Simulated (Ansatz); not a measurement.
# Supercells of (17,17) 2H-MoS2 nanotube (306 atoms): plane waves and support functions, part 2 of 2

How do plane waves and support functions scale when (17,17) 2H-MoS2 nanotube (306 atoms) is repeated?

Ansatz 0.2.0; Kohn-Sham DFT, PBE+D4, PAW (set soft_2), plane waves.

The cell: 102 Mo and 204 S. Beside vacuum, support functions can miss their usual error bounds without a warning.

So far. Step 6 (Support functions, 1224 atoms): The energy lies 0.735 meV/atom below the dense-mesh reference.

## (7) Support functions, 2142 atoms

Level of this step: Kohn-Sham DFT, PBE+D4, PAW (set soft_2), localised support functions (medium) (Ansatz).

The repeated cell is solved at Γ in support functions.

File input.yaml:

```yaml
crystal:
  lattice:
    - [44.68528, 0.0, 0.0]
    - [0.0, 44.73186, 0.0]
    - [0.0, 0.0, 9.48]
  atoms:
    [... the 306 atom lines of step 2 ...]
  supercell: [1, 1, 7]
kpoints:
  mp_grid: { grid: [1, 1, 1] }
hamiltonian:
  xc: pbe
  dispersion: d4
scf:
  occupations: { method: gaussian, width: 0.025 }
  eigensolver: { kind: { support_functions: { accuracy: medium } } }
  mixing: { beta: 0.2 }
  max_iter: 150
output:
  forces: true
```

Started as:

```bash
$ ansatz run input.yaml --threads 32 --pin off --max-ram 143360MiB --backend cuda --events-out ev --progress --plain --runs-dir out
```

Numbers of over 12 decimals in the logs are rounded to 6 here.

The program printed:

```text
[...]
GPU FFT provider: cuFFT
GPU libraries: cuBLAS 13.8.1, cuFFT 12.4.0, cuSOLVER 12.3.2
[...]
Crystal: 2142 atoms, lattice volume = 132644.064 Å³
Basis set: ecut = 420 eV, 2592341 PW (Γ), exchange–correlation on 600×600×900 points (8 copies of the dense FFT grid, shifted against one another)
Bands: 11139, of which v1, the nominal top of the filled ones, is band 9282 counted from 1 (9281 counted from 0)
Symmetry: 1 space group operations
k-points: 1
[...]
GPU buffer pool allocated for 40500000 grid points (all kernels)
[...]
SCF iter   1: F=—  HF=-4829165.038665 eV  |F-HF|=—  |Δ(HF+E_count)|=         —  Δρ=4.41e-2  dr2=4.30e3  ethr=1.00e-1
[...]
SCF iter  19: F=—  HF=-4829206.331096 eV  |F-HF|=—  |Δ(HF+E_count)|=   2.89e-6  Δρ=1.49e-6  dr2=8.07e-6  ethr=1.03e-10  κ⁻¹=1.7e-5(r=7)
SCF iter  20: F=-4829206.331090 eV  HF=-4829206.331093 eV  |F-HF|=3.64e-6  |Δ(HF+E_count)|=   2.83e-6  Δρ=1.33e-6  dr2=4.90e-6  ethr=4.35e-11
SCF 1 converged in 20 iterations: F = -4829206.697008 eV  dr2 = 4.90e-6
[...]
SCF converged after 20 iterations
[...]
Free energy (F): -4829206.697008 eV
[...]
Internal energy: -4829206.697008 eV  (E = F + TS)
E sigma→0 (E₀):  -4829206.697008 eV
Fermi energy:    -0.407833 eV
[...]
Σ components = -4829206.697008   (vs F -4829206.697008, Δ=0.00e0)
--- Forces (eV/Å), atoms counted from 1 ---
  atom   1  Mo     0.78460686    -0.26699100    -0.29000838
  atom   2  S     -0.10053572     0.21003195     0.18649354
  atom   3  S     -0.27793969    -0.43252319     0.04202217
  atom   4  Mo     0.24381314    -0.18923518     0.80938981
  atom   5  S     -0.15714274     0.33039766    -0.23622998
  atom   6  S     -0.07320561    -0.07084352    -0.32556601
  [... forces on the other 2136 atoms ...]
  max |Σ_I F_I| component: 3.10e-2 eV/Å
--- Band table (eV) ---
[... left out ...]
[...]
```

The job ended after 2.1 min (1 × NVIDIA GB200 with 32 threads of Arm Neoverse V2, shared host; peak memory 19 GiB; 4.4 min of CPU time).

That memory is the host's; the program planned up to 100 GiB on the GPU.

The program repeats the typed cell 1×1×7 times, 2142 atoms in all; totals in the log are those of the whole repeated cell, and force differences are taken after averaging over the copies of each atom.

The energy lies 0.895 meV/atom below the dense-mesh reference.

## (8) Cost and error against size

Differences are against the typed cell on a 1×1×4 mesh, which samples like Γ on 1224 atoms (r.m.s. force component 0.503 eV/Å, gap 1.66 eV). Every repeated cell is solved at Γ, and forces are averaged over the copies of each atom. Hardware: 1 × NVIDIA GB200 with 32 threads of Arm Neoverse V2, shared host.

```
atoms  repeats              basis  Δ force, r.m.s. (meV/Å)  Δ energy (meV/atom)  less plane waves of the same size (meV/atom)  gap (eV)  spread among copies (meV/Å)  SCF cycles     time  host memory (GiB)  planned on the GPU (GiB)
  306    1×1×1        plane waves                     77.1                -5.42                                             -                       -                            -          14    9.8 s                3.4                        63
  306    1×1×1  support functions                     77.2                -6.15                                         -0.73                    1.68                            -          17      9 s                3.7                        15
  612    1×1×2  support functions                     0.77                -0.59                                             -                    1.66                        0.068          19     19 s                6.3                        26
 1224    1×1×4  support functions                    0.884               -0.735                                             -                    1.66                         0.09          19     46 s                 12                        52
 2142    1×1×7  support functions                     0.97               -0.895                                             -                    1.66                         0.13          20  2.1 min                 19                       100
```

## (9) What the reference run shows

With the settings judged, the reference run is read for its physics.

Length of the force by element:

```
element  coordination  atoms  mean length of the force (eV/Å)  spread  least  most
     Mo           all    102                             1.08   0.432  0.205  2.69
      S           all    204                            0.619   0.272  0.110  1.70
```

Intrinsic-atomic-orbital charges by element:

```
element  coordination  atoms  mean charge (e)  spread   least     most
     Mo           all    102            0.228  0.0064   0.214    0.242
      S           all    204           -0.114  0.0466  -0.188  -0.0388
```

Density of states as counts of states in windows of 0.5 eV (from the Fermi level), total and some projections:

```
from (eV)  to (eV)  total    S p   Mo d
      -10     -7.5    0.0    0.0    0.0
     -7.5       -7   18.3   13.3    3.2
       -7     -6.5   84.6   55.5   22.9
     -6.5       -6   92.6   54.1   32.8
       -6     -5.5   85.8   52.8   26.9
     -5.5       -5   69.2   41.7   21.6
       -5     -4.5  173.5  105.4   46.9
     -4.5       -4  143.5   89.0   45.4
       -4     -3.5  128.7   76.9   46.5
     -3.5       -3   89.0   52.2   33.1
       -3     -2.5  176.3  119.2   47.8
     -2.5       -2  132.1   99.1   27.0
       -2     -1.5  112.1   51.7   55.0
     -1.5       -1  104.7   34.7   65.8
       -1     -0.5   17.5    5.7   11.1
     -0.5      0.5    0.0    0.0    0.0
      0.5        1   16.7    4.6   11.1
        1      1.5  204.3   66.9  127.2
      1.5        2  196.7   62.9  119.9
```

Between -26 and -10 eV lie 408 more states.

The stored curve holds about 1836 of the 2652 electrons; the rest, give or take the few that broadening carries across the Fermi level, lie in deeper levels below its range.

Not all projections were asked for or kept, so they needn't add up to the total.

The levels nearest the highest filled one (over half full), pooled over k-points and spins:

```
level less the highest filled one (eV)  occupation
                               -0.0377           2
                               -0.0344           2
                               -0.0281           2
                               -0.0165           2
                               -0.0072           2
                                     0           2
                                  1.66           0
                                  1.67           0
                                  1.69           0
                                  1.70           0
                                  1.71           0
                                  1.71           0
```

Mean intrinsic-atomic-orbital charges: Mo +0.23, S -0.11 e. Charges this small depend on the projection, at times even in sign. The largest share in the top eV of filled states is Mo d (61 % of the projected weight), and in the lowest eV of empty states Mo d (64 % of the projected weight).

## (10) Outcome

| Quantity | Value |
| --- | --- |
| free energy per atom | -2254.5307 eV/atom |
| r.m.s. force component | 0.5031 eV/Å |
| gap (highest filled to lowest empty level) | 1.664 eV |
| wall time of the 6 DFT runs | 4.7 min |

**Reading.** With support functions, the time grows as the 1.8 power of the atom count between the two largest sizes, 1224 and 2142 atoms. At equal size the support functions lie 0.73 meV/atom below plane waves, likely because their grid holds more waves than 420 eV; no run tests this. At the largest size the support functions' forces differ from the reference by 0.19 % of the r.m.s. force, which holds the difference of sampling between the two as well as that of the basis.

Filled and empty levels are parted by 1.66 eV (on the run's k-points); a semilocal functional tends to put such gaps too low.

Caveats: The geometry was built by rule, was displaced at random and isn't relaxed at this level: its force components are 0.50 eV/Å r.m.s.

[Logs are printed without paths, hosts, clocks, repeated set-up lines and the standing remarks that a program may print on its own settings, such as how far it seeks lower states.]

[Hosts, paths, dates, database ids (printed as entryN), source tags and the programs' standing remarks are cut or masked in the printed files.]
